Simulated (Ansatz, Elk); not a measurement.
# Bonding as seen by X-rays: RbNbS3

The structure of RbNbS3 used here is made up (a known structure type with other elements) and was relaxed beforehand with r2SCAN. The aim is the Fourier transform of its all-electron density, F(hkl), set beside the sum over free spherical atoms that refinements use.

Program: Elk 11.2.3 (patched build). Level of theory: DFT, PBE, all-electron APW+lo, Dirac cores, scalar-relativistic bands, static density, no spin. Results are calculated unless marked as measured.

This account leaves out most program logs.

The structure was built from a prototype and need not be the compound's stable phase.

### 1. Set-up

The structure is cubic, space group Pm-3m (No. 221). The conventional cell has a = 4.881 Å, b = 4.881 Å, c = 4.881 Å, α = 90.00°, β = 90.00°, γ = 90.00°. Nearest to Nb lie 6 S at 2.44 Å. Nearest to Rb lie 12 S at 3.45 Å. Nearest to S lie 2 Nb at 2.44 Å and 4 Rb at 3.45 Å. Farther neighbours and most contacts between anions are not listed.

### 2. Ground state and structure factors

An all-electron density is needed, since X-rays see the cores too. Task 0 finds the density and task 195 Fourier-transforms it; tshift is off so that phases refer to the origin typed.

Contents of elk.in:

```
tasks
  0
  195

xctype
  20

spinpol
  .false.

rgkmax
  7.0

gmaxvr
  14.0

lmaxo
  7

lmaxapw
  8

swidth
  0.002

tshift
  .false.

ramdisk
  .false.

hmaxvr
  5.5

maxscl
  120

epspot
  1e-06

sppath
  './'

avec
  9.22326004409 -0.00000000000 -0.00000000000
  -0.00000000000 9.22326004409 0.00000000000
  -0.00000000000 0.00000000000 9.22326004409

atoms
  3
  'Nb.in'
  1
  0.0000000000 -0.0000000000 0.0000000000   0.000000 0.000000 0.000000
  'Rb.in'
  1
  0.5000000000 0.5000000000 0.5000000000   0.000000 0.000000 0.000000
  'S.in'
  3
  -0.0000000000 0.0000000000 0.5000000000   0.000000 0.000000 0.000000
  -0.0000000000 0.5000000000 0.0000000000   0.000000 0.000000 0.000000
  0.5000000000 0.0000000000 0.0000000000   0.000000 0.000000 0.000000

ngridk
  5 5 5
```

On the command line:

```
$ OMP_NUM_THREADS=4 elk
```

Elapsed: 23 s, on 4 threads of Arm Neoverse V2, shared host; peak memory 0.19 GiB; 43 s of CPU time.

SFACRHO.OUT:

```text

h k l indices transformed by vhmat matrix:
   1.000000000       0.000000000       0.000000000    
   0.000000000       1.000000000       0.000000000    
   0.000000000       0.000000000       1.000000000    

      h      k      l  multipl.   |H|            Re(F)            Im(F)           |F|

      0      0      0      1   0.0000000       126.00000      0.33943623E-16   126.00000    
      0      0      1      6  0.68123259       17.706263      0.24676228E-13   17.706263    
      0     -1      1     12  0.96340836       53.907782      0.61865425E-14   53.907782    
     -1     -1     -1      8   1.1799295      -32.908396     -0.81500055E-13   32.908396    
      0      0     -2      6   1.3624652       94.095153      0.44458677E-13   94.095153    
     -1     -2      0     24   1.5232824       12.997164     -0.54170684E-13   12.997164    
     -2      1      1     24   1.6686722       46.848117      0.15513714E-13   46.848117    
     -2      2      0     12   1.9268167       81.155050     -0.10171576E-13   81.155050    
     -2      1     -2     24   2.0436978       11.350236      0.15928069E-13   11.350236    
     -3      0      0      6   2.0436978       11.716446     -0.13283748E-13   11.716446    
      0      3     -1     24   2.1542466       42.591608     -0.74448341E-14   42.591608    
      3     -1      1     24   2.2593929      -22.866090      0.12242474E-13   22.866090    
      2      2      2      8   2.3598589       73.778901     -0.12871819E-12   73.778901    
      0      3     -2     24   2.4562190       10.556723      0.52132819E-14   10.556723    
     -3      1      2     48   2.5489389       39.128729     -0.18739506E-13   39.128729    
      4      0      0      6   2.7249304       68.818660     -0.66734290E-13   68.818660    
     -1      0      4     24   2.8087939       9.8725430     -0.13901777E-13   9.8725430    
      2     -3     -2     24   2.8087939       9.8272916     -0.10501535E-13   9.8272916
```

Elk indexes on the primitive cell of elk.in and gives |H| = 4π sin θ/λ in inverse bohr. Below, one row stands for each form hkl of the conventional cell (m members, Friedel mates merged), F is for one primitive cell and the density is static (no thermal factor). Free-atom factors are Waasmaier and Kirfel's, and R is Σm||F|−|F'||/Σm|F|.

| hkl | m | sin θ/λ (Å⁻¹) | abs F, DFT | neutral atoms | diff. |
| --- | --- | --- | --- | --- | --- |
| 100 | 6 | 0.102 | 17.706 | 17.793 | -0.087 |
| 110 | 12 | 0.145 | 53.908 | 54.337 | -0.430 |
| 111 | 8 | 0.177 | 32.908 | 32.199 | +0.709 |
| 200 | 6 | 0.205 | 94.095 | 94.139 | -0.044 |
| 210 | 24 | 0.229 | 12.997 | 13.220 | -0.223 |
| 211 | 24 | 0.251 | 46.848 | 47.067 | -0.219 |
| 220 | 12 | 0.290 | 81.155 | 81.294 | -0.139 |
| 221 | 24 | 0.307 | 11.350 | 11.453 | -0.102 |
| 300 | 6 | 0.307 | 11.716 | 11.453 | +0.264 |
| 310 | 24 | 0.324 | 42.592 | 42.350 | +0.241 |
| 311 | 24 | 0.340 | 22.866 | 23.117 | -0.251 |
| 222 | 8 | 0.355 | 73.779 | 73.811 | -0.032 |
| 320 | 24 | 0.369 | 10.557 | 10.397 | +0.160 |
| 321 | 48 | 0.383 | 39.129 | 38.988 | +0.141 |

### 3. The highest occupied states alone

An energy window below the Fermi level keeps the highest occupied states, to see at which angles they scatter; shallow core shells can lie inside it and anion s states outside. No new self-consistency is needed.

elk.in, as its differences from that of step 2:

```diff
@@ -1,3 +1,2 @@
 tasks
-  0
   195
@@ -40,2 +39,5 @@
 
+wsfac
+  -0.374550 0.476690
+
 sppath
```

On the command line:

```
$ OMP_NUM_THREADS=4 elk
```

The job ended after 13 s (4 threads; peak memory 0.16 GiB; 15 s of CPU time).

States within 15 eV below the Fermi level hold 30.00 electrons; any levels below the window count with the cores. Their amplitudes can exceed the total, where window and core parts have opposite phase:

| hkl | sin θ/λ (Å⁻¹) | abs F, window | abs F, all |
| --- | --- | --- | --- |
| 100 | 0.102 | 2.454 | 17.706 |
| 110 | 0.145 | 1.818 | 53.908 |
| 111 | 0.177 | 8.721 | 32.908 |
| 200 | 0.205 | 7.572 | 94.095 |
| 210 | 0.229 | 0.009 | 12.997 |
| 211 | 0.251 | 0.563 | 46.848 |
| 220 | 0.290 | 1.691 | 81.155 |
| 221 | 0.307 | 0.138 | 11.350 |
| 300 | 0.307 | 0.199 | 11.716 |
| 310 | 0.324 | 0.407 | 42.592 |

### 4. Another functional

The difference from free atoms is small, so it is set against the change that LDA (Perdew-Wang) makes.

elk.in, as its differences from that of step 3:

```diff
@@ -1,2 +1,3 @@
 tasks
+  0
   195
@@ -4,3 +5,3 @@
 xctype
-  20
+  3
 
@@ -39,5 +40,2 @@
 
-wsfac
-  -0.374550 0.476690
-
 sppath
```

On the command line:

```
$ OMP_NUM_THREADS=4 elk
```

Wall time 14 s (4 threads); peak memory 0.16 GiB; 28 s of CPU time.

Against the first run R = 0.07 %; the largest change is -0.065 at 111.

### 5. A coarser k-mesh

About half the k-points along each axis test the sampling.

elk.in, as its differences from that of step 4:

```diff
@@ -5,3 +5,3 @@
 xctype
-  3
+  20
 
@@ -63,2 +63,2 @@
 ngridk
-  5 5 5
+  2 2 2
```

On the command line:

```
$ OMP_NUM_THREADS=4 elk
```

It took 21 s on 4 threads; peak memory 0.18 GiB.

Against the first run R = 0.10 %; the largest change is -0.121 at 411.

### 6. Settings against the effect

| run | R against the first run (%) | R against neutral atoms, low angle (%) | wall time |
| --- | --- | --- | --- |
| PBE, rgkmax 7 | 0.00 | 0.60 | 23 s |
| LDA (Perdew-Wang) | 0.07 | 0.59 | 14 s |
| k-mesh 2×2×2 | 0.10 | 0.62 | 21 s |

### 7. Outcome

```
R against neutral atoms, sin θ/λ < 0.3 Å⁻¹ : 0.60 %
R against neutral atoms, 0.3 to 0.83 Å⁻¹   : 0.29 %
```

**Reading.** Independent neutral atoms miss the calculated amplitudes by R = 0.60 % below 0.3 Å⁻¹ and 0.29 % from there to 0.83 Å⁻¹; by shells, 0.75 % below 0.15 Å⁻¹ (2 forms), 0.56 % 0.15 to 0.3 (5 forms), 0.59 % 0.3 to 0.45 (13 forms), 0.24 % above 0.45 (62 forms). Bonding, aspherical density and the tables' own atoms all enter these figures, and the runs don't part them. The largest change of an amplitude is +0.71 electrons, at 111. The window's part falls from 30.0 electrons at the origin to at most 0.62 between 0.45 and 0.83 Å⁻¹. The window holds more than the 24 outer electrons of the free atoms, so shallow core shells lie inside it. Below 0.3 Å⁻¹ the changes that finished (LDA (Perdew-Wang) and k-mesh 2×2×2) move F by R = 0.14 % at most, against the 0.60 % that separates it from free atoms. The basis has no finished test. These runs have no spin, though d or f shells may be open. Part of the difference isn't bonding: the tables are fits to free atoms and ions calculated by other methods than this functional. Thermal motion, anomalous dispersion and extinction are left out.

[Logs are printed without paths, hosts, clocks, repeated set-up lines and the standing remarks that a program may print on its own settings, such as how far it seeks lower states.]

[Hosts, paths, dates, database ids (printed as entryN), source tags and the programs' standing remarks are cut or masked in the printed files.]
